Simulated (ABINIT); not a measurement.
# CsH (Fm-3m): G0W0 in ABINIT against the bands in the self-energy

How does the gap of CsH (Fm-3m) converge in the bands in the self-energy?

Calculated with ABINIT 10.8.3; LDA and many-body steps on it, plane waves.

The database entry behind the starting cell differs from later determinations by our own check (0.1 to 0.3 % short, probably kX units), so it need not match the best structure at ambient conditions.

## Step 1: The structure

The structure is cubic, space group Fm-3m (No. 225). Conventional cell: a = 6.376 Å, b = 6.376 Å, c = 6.376 Å, α = 90.00°, β = 90.00°, γ = 90.00°. Nearest to Cs lie 6 H at 3.19 Å. Nearest to H lie 6 Cs at 3.19 Å. Farther neighbours are not listed.

The cell and positions come from the Crystallography Open Database and are kept as given unless a step says otherwise. Spin-orbit coupling is left out unless a step names it.

## Step 2: Screening, 4×4×4 mesh, 110 bands, screening to 176.9 eV

This step: ABINIT 10.8.3; RPA screening on LDA, plane waves, norm-conserving pseudopotentials.

The RPA dielectric matrix is built and inverted for each q.

Input file run.abi:

```
acell 3*1.0 Angstrom
rprim 
  -0.000000000000 3.188000000000 3.188000000000
  3.188000000000 -0.000000000000 3.188000000000
  3.188000000000 3.188000000000 -0.000000000000
ntypat 2
znucl 55 1
natom 2
typat 1 2
xred 
  0.000000000000 0.000000000000 0.000000000000
  0.500000000000 0.500000000000 0.500000000000
pp_dirpath "pseudos"
pseudos "Cs.upf, H.upf"
ecut 31
ngkpt 4 4 4
nshiftk 1
shiftk 0 0 0
kptopt 1
chksymbreak 0
istwfk *1
occopt 1
irdwfk 1
optdriver 3
nband 110
ecuteps 6.5
inclvkb 2
awtr 1
symchi 1
indata_prefix "in"
outdata_prefix "out"
tmpdata_prefix "tmp"
```

Command:

```
$ OMP_NUM_THREADS=1 mpirun -n 4 abinit run.abi > log
```

Log:

```text
.Version 10.8.3 of ABINIT. v10.8.2 released Aug 2026.

 Symmetries : space group Fm -3 m (#225); Bravais cF (face-center cubic)
[... echo of the input left out ...]
== DATASET  1 ==================================================================
-   mpi_nproc: 4, omp_nthreads: 1 (-1 if OMP is not activated)

--- !DatasetInfo
iteration_state: {dtset: 1, }
dimensions: {natom: 2, nkpt: 8, mband: 110, nsppol: 1, nspinor: 1, nspden: 1, mpw: 3647, }
cutoff_energies: {ecut:  31.0, pawecutdg:  -1.0, }
electrons: {nelect:   1.00000000E+01, charge:   0.00000000E+00, occopt:   1.00000000E+00, tsmear:   1.00000000E-02, }

 SCREENING: Calculation of the susceptibility and dielectric matrices

 Based on a program developped by R.W. Godby, V. Olevano, G. Onida, and L. Reining.
 Incorporated in ABINIT by V. Olevano, G.-M. Rignanese, and M. Torrent.
.Using double precision arithmetic ; gwpc =  8

[... cell and pseudopotentials left out ...]
--------------------------------------------------------------------------------

 ==== K-mesh for the wavefunctions ====
 Number of points in the irreducible wedge :     8
[... list of points left out ...]
 Together with 48 symmetry operations and time-reversal symmetry
 yields    64 points in the full Brillouin Zone.

 ==== Q-mesh for the screening function ====
 Number of points in the irreducible wedge :     8
[... list of points left out ...]
 Together with 48 symmetry operations and time-reversal symmetry
 yields    64 points in the full Brillouin Zone.

 setmesh: FFT mesh size selected  =    32x   32x   32
          total number of points  =        32768

 vcoul_init : cutoff-mode = AUXILIARY_FUNCTION
 q-points for optical limit:   1
     1)      0.000010    0.000020    0.000030

- screening: taking advantage of time-reversal symmetry
- Maximum band index for partially occupied states nbvw = 5
- Remaining bands to be divided among processors   nbcw = 105
- Number of bands treated by each node ~26

 Number of electrons calculated from density =   10.0000; Expected =   10.0000
 average of density, n =  0.022867
 r_s =    2.1856
 omega_plasma =   14.5870 [eV]

 calculating chi0 at frequencies [eV] :
  1    0.000000E+00    0.000000E+00
  2    0.000000E+00    1.458696E+01

--------------------------------------------------------------------------------
  q-point number  1        q = ( 0.000000, 0.000000, 0.000000) [r.l.u.]
--------------------------------------------------------------------------------
[... chi0 elements left out ...]
 For q-point:  0.000010 0.000020 0.000030
  dielectric constant =   3.2452
  dielectric constant without local fields =   3.7605

  Average fulfillment of the sum rule on Im[epsilon] for q-point    1 :     91.24  [%]
[... wings left out ...]
  q-point number  2        q = ( 0.250000, 0.000000, 0.000000) [r.l.u.]
--------------------------------------------------------------------------------
[... chi0 elements left out ...]
  Average fulfillment of the sum rule on Im[epsilon] for q-point    2 :    102.38  [%]

 [... 6 further q-points ...]
```

It took 17 s on 4 MPI ranks of Arm Neoverse V2, shared host; peak memory 0.97 GiB; 67 s of CPU time.

Numbers from this step:

```
ε∞ with local fields, on this mesh, along the program's q direction : 3.245
the same without local fields                                       : 3.760
plasma frequency                                                    : 14.59 eV
plane waves in the screening matrix                                 : 331
```

Local fields lower ε∞ by 14 %.

## Step 3: 13 bands

This step: G0W0 on LDA, plane waves, norm-conserving pseudopotentials.

Edit run.abi of step 2 so:

```diff
@@ -23,8 +23,17 @@
 irdwfk 1
-optdriver 3
-nband 110
+optdriver 4
+nband 13
+gwcalctyp 0
+ecutsigx 31
+symsigma 1
+nkptgw 2
+kptgw 
+  0.5000000000 0.0000000000 0.0000000000
+  0.0000000000 0.0000000000 0.0000000000
+bdgw 
+  3 8
+  2 8
 ecuteps 6.5
-inclvkb 2
-awtr 1
-symchi 1
+irdscr 1
+ppmodel 1
 indata_prefix "in"
```

Log:

```text
.Version 10.8.3 of ABINIT. v10.8.2 released Aug 2026.

 Symmetries : space group Fm -3 m (#225); Bravais cF (face-center cubic)
[... echo of the input left out ...]
== DATASET  1 ==================================================================
-   mpi_nproc: 4, omp_nthreads: 1 (-1 if OMP is not activated)

--- !DatasetInfo
iteration_state: {dtset: 1, }
dimensions: {natom: 2, nkpt: 8, mband: 13, nsppol: 1, nspinor: 1, nspden: 1, mpw: 3647, }
cutoff_energies: {ecut:  31.0, pawecutdg:  -1.0, }
electrons: {nelect:   1.00000000E+01, charge:   0.00000000E+00, occopt:   1.00000000E+00, tsmear:   1.00000000E-02, }

 SIGMA: Calculation of the GW corrections

 Based on a program developped by R.W. Godby, V. Olevano, G. Onida, and L. Reining.
 Incorporated in ABINIT by V. Olevano, G.-M. Rignanese, and M. Torrent.
.Using double precision arithmetic ; gwpc =  8

[... cell and pseudopotentials left out ...]
--------------------------------------------------------------------------------

 ==== K-mesh for the wavefunctions ====
 Number of points in the irreducible wedge :     8
[... list of points left out ...]
 Together with 48 symmetry operations and time-reversal symmetry
 yields    64 points in the full Brillouin Zone.

 ==== Q-mesh for screening function ====
 Number of points in the irreducible wedge :     8
[... list of points left out ...]
 Together with 48 symmetry operations and time-reversal symmetry
 yields    64 points in the full Brillouin Zone.

 vcoul_init : cutoff-mode = AUXILIARY_FUNCTION
 q-points for optical limit:   1
     1)      0.000010    0.000020    0.000030
 setmesh: FFT mesh size selected  =    45x   45x   45
          total number of points  =        91125

 Number of electrons calculated from density =   10.0000; Expected =   10.0000
 average of density, n =  0.022867
 r_s =    2.1856
 omega_plasma =   14.5870 [eV]

 === KS Band Gaps ===
  >>>> For spin  1
   Minimum direct gap =   1.9563 [eV], located at k-point      :   0.5000  0.0000  0.0000
   Fundamental gap    =   1.9563 [eV], Top of valence bands at :   0.5000  0.0000  0.0000
                                       Bottom of conduction at :   0.5000  0.0000  0.0000
 SIGMA fundamental parameters:
 PLASMON POLE MODEL  1
 number of plane-waves for SigmaX                 3647
 number of plane-waves for SigmaC and W            331
 number of plane-waves for wavefunctions          3647
 number of bands                                    13
 number of independent spin polarizations            1
 number of spinorial components                      1
 number of k-points in IBZ                           8
 number of q-points in IBZ                           8
 number of symmetry operations                      48
 number of k-points in BZ                           64
 number of q-points in BZ                           64
 number of frequencies for dSigma/dE                 9
 frequency step for dSigma/dE [eV]                0.25
 number of omega for Sigma on real axis              0
 max omega for Sigma on real axis  [eV]           0.00
 zcut for avoiding poles [eV]                     0.10

 EPSILON^-1 parameters (SCR file):
 dimension of the eps^-1 matrix on file            331
 dimension of the eps^-1 matrix used               331
 number of plane-waves for wavefunctions          3647
 number of bands                                   110
 number of q-points in IBZ                           8
 number of frequencies                               2
 number of real frequencies                          1
 number of imag frequencies                          1

 matrix elements of self-energy operator (all in [eV])

 Perturbative Calculation

--- !SelfEnergy_ee
iteration_state: {dtset: 1, }
kpoint     : [   0.500,    0.000,    0.000, ]
spin       : 1
KS_gap     :    1.956
QP_gap     :    3.844
Delta_QP_KS:    1.888
data: !SigmaeeData |
     Band     E0 <VxcDFT>   SigX SigC(E0)      Z dSigC/dE  Sig(E)    E-E0       E
        3  -6.239 -12.949 -17.428   3.353   0.790  -0.266 -13.838  -0.889  -7.128
        4  -6.239 -12.949 -17.428   3.353   0.790  -0.266 -13.838  -0.889  -7.128
        5   1.748 -10.145 -13.340   2.636   0.791  -0.264 -10.587  -0.442   1.305
        6   3.704  -6.808  -2.820  -2.276   0.845  -0.184  -5.362   1.446   5.150
        7   6.327  -8.086  -3.583  -2.128   0.842  -0.187  -6.086   2.001   8.328
        8   6.327  -8.086  -3.583  -2.128   0.842  -0.187  -6.086   2.001   8.328

--- !SelfEnergy_ee
iteration_state: {dtset: 1, }
kpoint     : [   0.000,    0.000,    0.000, ]
spin       : 1
KS_gap     :    6.878
QP_gap     :    9.662
Delta_QP_KS:    2.784
data: !SigmaeeData |
     Band     E0 <VxcDFT>   SigX SigC(E0)      Z dSigC/dE  Sig(E)    E-E0       E
[...]
6   6.764  -8.085  -3.323  -2.320   0.838  -0.193  -6.038   2.047   8.811
        7   6.764  -8.085  -3.323  -2.320   0.838  -0.193  -6.038   2.047   8.811
        8   6.764  -8.085  -3.323  -2.320   0.838  -0.193  -6.038   2.047   8.811

== END DATASET(S) ==============================================================
================================================================================

 -outvars: echo values of variables after computation  --------
           etotal      0.0000000000E+00
            nband          13
             nkpt           8
          spgroup         225
 [... the other variables as echoed above ...]

 Calculation completed.
```

Run time: 4.8 s. Hardware: 4 MPI ranks; peak memory 0.7 GiB; 19 s of CPU time.

This step gave:

- G0W0 gap on the points computed: 3.845 eV
- starting gap on the mesh: 1.956 eV
- k of the valence top: 0.5, 0, 0
- k of the conduction bottom: 0.5, 0, 0
- Z at the valence top: 0.791
- Z at the conduction bottom: 0.845
- least direct G0W0 gap on the computed points: 3.845 eV

## Step 4: 14 bands

Edit run.abi of step 3 so:

```diff
@@ -24,3 +24,3 @@
 optdriver 4
-nband 13
+nband 14
 gwcalctyp 0
```

Log:

```text
.Version 10.8.3 of ABINIT. v10.8.2 released Aug 2026.

 Symmetries : space group Fm -3 m (#225); Bravais cF (face-center cubic)
[... echo of the input left out ...]
== DATASET  1 ==================================================================
-   mpi_nproc: 4, omp_nthreads: 1 (-1 if OMP is not activated)

--- !DatasetInfo
iteration_state: {dtset: 1, }
dimensions: {natom: 2, nkpt: 8, mband: 14, nsppol: 1, nspinor: 1, nspden: 1, mpw: 3647, }
cutoff_energies: {ecut:  31.0, pawecutdg:  -1.0, }
electrons: {nelect:   1.00000000E+01, charge:   0.00000000E+00, occopt:   1.00000000E+00, tsmear:   1.00000000E-02, }

 SIGMA: Calculation of the GW corrections

 Based on a program developped by R.W. Godby, V. Olevano, G. Onida, and L. Reining.
 Incorporated in ABINIT by V. Olevano, G.-M. Rignanese, and M. Torrent.
.Using double precision arithmetic ; gwpc =  8

[... cell and pseudopotentials left out ...]
--------------------------------------------------------------------------------

 ==== K-mesh for the wavefunctions ====
 Number of points in the irreducible wedge :     8
[... list of points left out ...]
 Together with 48 symmetry operations and time-reversal symmetry
 yields    64 points in the full Brillouin Zone.

 ==== Q-mesh for screening function ====
 Number of points in the irreducible wedge :     8
[... list of points left out ...]
 Together with 48 symmetry operations and time-reversal symmetry
 yields    64 points in the full Brillouin Zone.

 vcoul_init : cutoff-mode = AUXILIARY_FUNCTION
 q-points for optical limit:   1
     1)      0.000010    0.000020    0.000030
 setmesh: FFT mesh size selected  =    45x   45x   45
          total number of points  =        91125

 Number of electrons calculated from density =   10.0000; Expected =   10.0000
[...]
number of omega for Sigma on real axis              0
 max omega for Sigma on real axis  [eV]           0.00
 zcut for avoiding poles [eV]                     0.10

 EPSILON^-1 parameters (SCR file):
 dimension of the eps^-1 matrix on file            331
 dimension of the eps^-1 matrix used               331
 number of plane-waves for wavefunctions          3647
 number of bands                                   110
 number of q-points in IBZ                           8
 number of frequencies                               2
 number of real frequencies                          1
 number of imag frequencies                          1

 matrix elements of self-energy operator (all in [eV])

 Perturbative Calculation

--- !SelfEnergy_ee
iteration_state: {dtset: 1, }
kpoint     : [   0.500,    0.000,    0.000, ]
spin       : 1
KS_gap     :    1.956
QP_gap     :    3.854
Delta_QP_KS:    1.898
data: !SigmaeeData |
     Band     E0 <VxcDFT>   SigX SigC(E0)      Z dSigC/dE  Sig(E)    E-E0       E
        3  -6.239 -12.949 -17.428   3.297   0.789  -0.267 -13.881  -0.933  -7.172
        4  -6.239 -12.949 -17.428   3.297   0.789  -0.267 -13.881  -0.933  -7.172
        5   1.748 -10.145 -13.340   2.550   0.789  -0.267 -10.654  -0.510   1.238
[...]
--- !SelfEnergy_ee
iteration_state: {dtset: 1, }
kpoint     : [   0.000,    0.000,    0.000, ]
spin       : 1
KS_gap     :    6.878
QP_gap     :    9.609
Delta_QP_KS:    2.731
data: !SigmaeeData |
     Band     E0 <VxcDFT>   SigX SigC(E0)      Z dSigC/dE  Sig(E)    E-E0       E
[...]
7   6.764  -8.085  -3.323  -2.420   0.835  -0.197  -6.130   1.955   8.720
        8   6.764  -8.085  -3.323  -2.420   0.835  -0.197  -6.130   1.955   8.720

== END DATASET(S) ==============================================================
================================================================================

 -outvars: echo values of variables after computation  --------
           etotal      0.0000000000E+00
            nband          14
             nkpt           8
          spgroup         225
 [... the other variables as echoed above ...]

 Calculation completed.
```

Wall time 4.8 s (4 MPI ranks); peak memory 0.7 GiB; 19 s of CPU time.

This step gave:

```
G0W0 gap on the points computed              : 3.854 eV
starting gap on the mesh                     : 1.956 eV
k of the valence top                         : 0.5, 0, 0
k of the conduction bottom                   : 0.5, 0, 0
Z at the valence top                         : 0.789
Z at the conduction bottom                   : 0.843
least direct G0W0 gap on the computed points : 3.854 eV
```

(Part 1 of 2 ends here.)

[Paths, hosts, dates, memory and timing lines, banners, echoed tables and standing remarks are left out of the program output.]

[Logs are printed without paths, hosts, clocks, repeated set-up lines and the standing remarks that a program may print on its own settings, such as how far it seeks lower states.]

[Runs of the session that timed out or met a known fault of the program may be left out.]

[No measured gap is set beside runs whose start may be inverted or whose files or cutoffs have a known fault.]

[Hosts, paths, dates, database ids (printed as entryN), source tags and the programs' standing remarks are cut or masked in the printed files.]

[G0W0 gaps are taken among the corrected bands and points alone; a level outside them can change the order at an edge.]

[Where Ansatz stands beside ABINIT at settings called matched, ABINIT's density can come from a denser mesh and the files from another edition; pairs whose starting gaps differed by over 0.03 eV were left out, so agreement reads better than it is.]
